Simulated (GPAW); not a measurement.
# The basis that the transmission of a Na chain with one C atom in line needs, part 2 of 2

Wanted: the zero-bias transmission of a Na chain with one C atom in line on a ladder of levels, with run times.

GPAW 26.7.0; GPAW LCAO, PAW setups; Landauer transmission from Green's functions with principal layers (ASE), zero bias.

So far, transmission at the Fermi level (one spin): step 2 (double-zeta polarised basis, PBE, GPAW) 0.538; step 3 (basis szp(dzp), PBE, GPAW) 0.515; step 4 (basis sz(dzp), PBE, GPAW) 0.508; step 5 (RPBE) 0.550.

### Step 8. Broadening 1e-05, potential alignment off, SCF mesh 1×1×1

The broadening keeps the Green's functions finite; too large a value absorbs electrons where channels are open and leaks them where none are. Without the shift, lead and junction are matched by their Fermi levels alone. The SCF mesh sets the Fermi level of the repeated cell.

This step: GPAW LCAO, PAW setups; Landauer transmission from Green's functions with principal layers (ASE), zero bias (GPAW 26.7.0).

The input, run.py:

```python
import json
import numpy as np
from ase import Atoms
from ase.transport.calculators import TransportCalculator
from gpaw import GPAW, FermiDirac
from gpaw.lcao.tools import get_lcao_hamiltonian
from scipy.linalg import eigh

# The junction with lead layers at both ends, along the third cell vector
device = Atoms(
    ['Na', 'Na', 'Na', 'Na', 'Na', 'Na', 'C', 'Na', 'Na', 'Na', 'Na', 'Na', 'Na'],
    positions=[
        [4.50000, 4.50000, 1.65000],
        [4.50000, 4.50000, 4.95000],
        [4.50000, 4.50000, 8.25000],
        [4.50000, 4.50000, 11.55000],
        [4.50000, 4.50000, 14.85000],
        [4.50000, 4.50000, 18.15000],
        [4.50000, 4.50000, 20.29420],
        [4.50000, 4.50000, 22.43840],
        [4.50000, 4.50000, 25.73840],
        [4.50000, 4.50000, 29.03840],
        [4.50000, 4.50000, 32.33840],
        [4.50000, 4.50000, 35.63840],
        [4.50000, 4.50000, 38.93840]],
    cell=[[9.0, 0.0, 0.0], [0.0, 9.0, 0.0], [0.0, 0.0, 40.5884]],
    pbc=True)

# One principal layer of the lead: the first 4 atoms of the device
lead = Atoms(
    ['Na', 'Na', 'Na', 'Na'],
    positions=[
        [4.50000, 4.50000, 1.65000],
        [4.50000, 4.50000, 4.95000],
        [4.50000, 4.50000, 8.25000],
        [4.50000, 4.50000, 11.55000]],
    cell=[[9.0, 0.0, 0.0], [0.0, 9.0, 0.0], [0.0, 0.0, 13.2]],
    pbc=True)

settings = dict(mode='lcao', basis='dzp', xc='PBE', h=0.2,
                occupations=FermiDirac(0.1), maxiter=250,
                mixer=dict(beta=0.1, nmaxold=8, weight=100.0),
                convergence=dict(density=0.0001))
energies = np.arange(-3, 3 + 1e-9, 0.075)
eta = 1e-05
n1, n2 = 1, 1
# k and -k transmit alike, so half of the mesh across the current serves
mesh = [(i, j) for i in range(n1) for j in range(n2) if (i, j) <= (-i % n1, -j % n2)]
weights = np.array([1 if (i, j) == (-i % n1, -j % n2) else 2 for i, j in mesh]) / (n1 * n2)

# [... helper functions left out ...]
fermi_lead = ground_state(lead, (1, 1, 9), 'lead.txt')
fermi_device = ground_state(device, (1, 1, 1), 'device.txt')
# [... loop over the mesh left out, but for ...]
        # Lead and device are aligned by their Fermi levels alone
        shift = 0.0
# [...]
kT = 8.617333e-5 * 300
bias = [0.1, 0.2, 0.5, 1.0, 1.5, 2.0]
# [... integrals and printing left out ...]
```

Launch:

```bash
$ OMP_NUM_THREADS=1 OPENBLAS_NUM_THREADS=1 python run.py
```

The program printed:

```text
basis functions: device 217, principal layer 68
Fermi level: lead -2.4844 eV, device -2.5235 eV; lead shifted by 0.0000 eV
largest coupling past the next layer 4.16e-12 eV, largest misfit of the first layer 0.031 eV
  E-E_F (eV)   T (one spin)  [channel counts left out]
    -3.000    6.0444e-12
    -2.925    6.0368e-12
    -2.850    6.0284e-12
    -2.775    6.0193e-12
    -2.700    6.0096e-12
    -2.625    5.9990e-12
    -2.550    5.9877e-12
    -2.475    5.9756e-12
    -2.400    5.9627e-12
    -2.325    5.9489e-12
    -2.250    5.9343e-12
    -2.175    5.9188e-12
    -2.100    5.9024e-12
    -2.025    5.8850e-12
    -1.950    5.8665e-12
    -1.875    5.8469e-12
[...]
2.475    2.8772e-02
     2.550    3.0310e-02
     2.625    3.1267e-02
     2.700    3.2228e-02
     2.775    3.3654e-02
     2.850    3.5791e-02
     2.925    3.8685e-02
     3.000    4.2203e-02
conductance at 300 K: 0.52838 G0 a cell; thermopower 9.493 uV/K
current from the zero-bias T(E) at 0.1 V: 4.092 uA
current from the zero-bias T(E) at 0.2 V: 8.1735 uA
current from the zero-bias T(E) at 0.5 V: 20.312 uA
current from the zero-bias T(E) at 1.0 V: 41.14 uA
current from the zero-bias T(E) at 1.5 V: 64.239 uA
current from the zero-bias T(E) at 2.0 V: 74.138 uA
```

The job ended after 48 s (1 thread of AMD EPYC 9R45, shared host; peak memory 1.5 GiB).

The run finished with changed settings (eta = 1e-05, align = false and scf_mesh = [1, 1, 1]); it serves as a test.

The two runs compared:

```
                                           quantity   this run  sound run  difference
                                   conductance (G₀)    0.52838    0.53686    -0.00848
                                 thermopower (μV/K)     9.4928     9.2961       0.197
largest coupling past the next principal layer (eV)  4.162e-12  4.162e-12    -6.9e-17
   largest misfit of the first principal layer (eV)   0.031037   0.028785     0.00225
                    shift that aligns the lead (eV)          0  0.0012182    -0.00122
         transmission at the Fermi level (one spin)    0.52979    0.53835    -0.00856
```

### Step 9. Potential alignment off, grid spacing 0.22

Without the shift, lead and junction are matched by their Fermi levels alone. The real-space grid carries density and potential; a coarse one breaks translation symmetry along the lead and scatters electrons that should pass.

Edit run.py of step 8 so:

```diff
@@ -39,3 +39,3 @@
 
-settings = dict(mode='lcao', basis='dzp', xc='PBE', h=0.2,
+settings = dict(mode='lcao', basis='dzp', xc='PBE', h=0.22,
                 occupations=FermiDirac(0.1), maxiter=250,
@@ -44,3 +44,3 @@
 energies = np.arange(-3, 3 + 1e-9, 0.075)
-eta = 1e-05
+eta = 0.0001
 n1, n2 = 1, 1
@@ -52,3 +52,3 @@
 fermi_lead = ground_state(lead, (1, 1, 9), 'lead.txt')
-fermi_device = ground_state(device, (1, 1, 1), 'device.txt')
+fermi_device = ground_state(device, (1, 1, 2), 'device.txt')
 # [... loop over the mesh left out, but for ...]
```

The program printed:

```text
basis functions: device 217, principal layer 68
Fermi level: lead -2.4846 eV, device -2.5378 eV; lead shifted by 0.0000 eV
largest coupling past the next layer 4.16e-12 eV, largest misfit of the first layer 0.029 eV
  E-E_F (eV)   T (one spin)  [channel counts left out]
    -3.000    5.0534e-10
    -2.925    5.0420e-10
    -2.850    5.0301e-10
    -2.775    5.0174e-10
    -2.700    5.0040e-10
    -2.625    4.9899e-10
    -2.550    4.9750e-10
    -2.475    4.9594e-10
    -2.400    4.9429e-10
    -2.325    4.9256e-10
    -2.250    4.9074e-10
    -2.175    4.8882e-10
    -2.100    4.8681e-10
    -2.025    4.8468e-10
    -1.950    4.8244e-10
    -1.875    4.8006e-10
[...]
2.475    2.7727e-02
     2.550    2.9603e-02
     2.625    3.1263e-02
     2.700    3.2874e-02
     2.775    3.4601e-02
     2.850    3.6569e-02
     2.925    3.8853e-02
     3.000    4.1474e-02
conductance at 300 K: 0.53657 G0 a cell; thermopower 9.291 uV/K
current from the zero-bias T(E) at 0.1 V: 4.1552 uA
current from the zero-bias T(E) at 0.2 V: 8.2986 uA
current from the zero-bias T(E) at 0.5 V: 20.603 uA
current from the zero-bias T(E) at 1.0 V: 41.549 uA
current from the zero-bias T(E) at 1.5 V: 64.6 uA
current from the zero-bias T(E) at 2.0 V: 74.637 uA
```

Run time: 47 s. Hardware: 1 thread; peak memory 1.1 GiB.

Numbers from this step:

```
conductance                                    : 0.5366 G₀
thermopower                                    : 9.291 μV/K
largest coupling past the next principal layer : 4.16e-12 eV
largest misfit of the first principal layer    : 0.02884 eV
shift that aligns the lead                     : 0 eV
transmission at the Fermi level (one spin)     : 0.5381
```

One spin. Table of transmission, zone mean by energy, zero at the Fermi level:

energy (eV), transmission, zone mean and a bar:
```
  -3.0000      0.000 
  -2.7750      0.000 
  -2.4750      0.000 
  -2.2500      0.000 
  -2.0250      0.000 
  -1.7250      0.000 
  -1.5000      0.000 
  -1.2750      0.000 
  -0.9750      0.000 
  -0.7500      0.851 ##########################
  -0.6750      0.994 ##############################
  -0.5250      0.880 ###########################
  -0.2250      0.666 ####################
   0.0000      0.538 ################
   0.2250      0.386 ############
   0.5250      0.284 #########
   0.7500      0.262 ########
   0.9750      0.251 ########
   1.2750      0.243 #######
   1.5000      0.240 #######
   1.7250      0.224 #######
   2.0250      0.137 ####
   2.2500      0.020 #
   2.4750      0.028 #
   2.7750      0.035 #
   3.0000      0.041 #
```

Not self-consistent under bias; the bias window is split evenly. The current through one cell, from the zero-bias transmission by bias:

```
bias (V)  current through one cell, from the zero-bias transmission (μA)
   0.100                                                            4.16
   0.200                                                            8.30
   0.500                                                            20.6
   1.000                                                            41.5
   1.500                                                            64.6
   2.000                                                            74.6
```

The transmission of the three most open eigenchannels by energy, zero at the Fermi level:

```
energy (eV)  channel 1  channel 2  channel 3
    -0.9750    2.0e-10    5.2e-11    1.1e-12
    -0.7500      0.851    3.2e-10    1.9e-10
    -0.5250      0.880    2.0e-10    1.5e-10
    -0.2250      0.666    2.1e-10    1.7e-10
     0.0000      0.538    2.1e-10    1.6e-10
     0.2250      0.386    2.0e-10    1.5e-10
     0.5250      0.284    2.0e-10    1.4e-10
     0.7500      0.262    1.9e-10    1.2e-10
     0.9750      0.251    1.9e-10    1.1e-10
     1.2750      0.243    1.8e-10    8.0e-11
     1.5000      0.240    1.8e-10    5.9e-11
     1.7250      0.224    1.7e-10    4.0e-11
     2.0250      0.127    0.00494    0.00494
     2.2500    0.01000    0.01000     1.4e-9
     2.4750     0.0139     0.0139    1.6e-10
     2.7750     0.0173     0.0173    2.2e-10
     3.0000     0.0207     0.0207     7.1e-8
```

The conductance equals that of the dzp run to 0.2 %.

### Step 10. Summary of results

```json
{
  "conductance": "0.537 G₀",
  "transmission at the Fermi level, mean of the spins": "0.538",
  "thermopower": "9.30 μV/K"
}
```

**Reading.** In the dzp basis the junction conducts 0.537 G₀ at 300 K, with T = 0.538 a spin at the Fermi level; the sz basis reaches that conductance within 10 %. At the Fermi level one eigenchannel carries the current (0.54). The positive thermopower says that the thermally weighted transmission is larger below the Fermi level, as for hole-like transport. Measured against the first run (dzp), the nearest curve is that of dzp-RPBE (r.m.s. 0.022) and the farthest that of szp (0.072). Over the compared runs wall time goes from 47 s (sz) to 72 s (dzp-RPBE), on a shared host. The geometry was built from estimated bond lengths and not relaxed, so the numbers describe this model structure. An evenly spaced straight chain is an idealisation: free chains tend to dimerise, zigzag or, where a band edge lies near the Fermi level, turn magnetic. The currents use the zero-bias T(E) throughout, which holds only while the bias is small against the distance to the nearest feature. The energy step is wider than the thermal energy, so the conductance and thermopower rest on interpolation of T(E).

[Logs are printed without paths, hosts, clocks, repeated set-up lines and the standing remarks that a program may print on its own settings, such as how far it seeks lower states.]

[Hosts, paths, dates, database ids (printed as entryN), source tags and the programs' standing remarks are cut or masked in the printed files.]
